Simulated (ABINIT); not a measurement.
# Calculated records

## Quasiparticle gap of Diamond (Fd-3m, 2 atoms a cell) in ABINIT

Symmetry: Fd-3m, No. 227, cubic system. The conventional cell has a = 3.567 Å, b = 3.567 Å, c = 3.567 Å, α = 90.00°, β = 90.00°, γ = 90.00°. C has 4 C at 1.54 Å nearest.

* method: RPA screening on PBE, plane waves, norm-conserving pseudopotentials (and 2 further levels or steps)
* program: ABINIT 10.8.3
* settings: cutoff 37 Ha, PseudoDojo scalar-relativistic 0.4.1 standard, norm-conserving, potential set dojo-sr-pbe-0.4.1-standard, ngkpt (8, 8, 8), nband 291, ecuteps 22 Ha, inclvkb 2, shiftk (0, 0, 0), symchi 1, awtr 1, frequency ppm, 8×8×8 k-mesh
* cost: 5 runs, 23 min in all on 4 MPI ranks of Arm Neoverse V1, shared host
* notes: The program’s warnings: nkpt*nsppol () is not a multiple of nproc spkpt (). The cell and positions come from the Crystallography Open Database and are kept as given unless a step says otherwise.
* PBE gap: 4.19 eV, indirect
* G0W0 gap on the mesh: 5.55 eV
* GW settings: 8×8×8 mesh, 291 bands, screening to 598.7 eV, Godby-Needs plasmon pole
* known limits: short of the basis limit

G0W0 moves the gap on the mesh from 4.19 eV to 5.55 eV (+1.36 eV), with Z of 0.83 and 0.84 at the edges. Local fields lower the RPA ε∞ on this mesh from 5.95 to 5.51.

[Paths, hosts, dates, memory and timing lines, banners, echoed tables and standing remarks are left out of the program output; an Ansatz launch command may be rebuilt from the run's recorded settings. Measured values are a selection of at most five: reports struck by readers or far from the other reports are left out. None is set beside runs whose start may be inverted or whose files or cutoffs have a known fault.]

[Runs of the session that timed out or met a known fault of the program may be left out.]

[Hosts, paths, dates, database ids (printed as entryN), source tags and the programs' standing remarks are cut or masked in the printed files.]

[G0W0 gaps are taken among the corrected bands and points alone; a level outside them can change the order at an edge.]

[Where Ansatz stands beside ABINIT at settings called matched, ABINIT's density can come from a denser mesh and the files from another edition; pairs whose starting gaps differed by over 0.03 eV were left out, so agreement reads better than it is.]
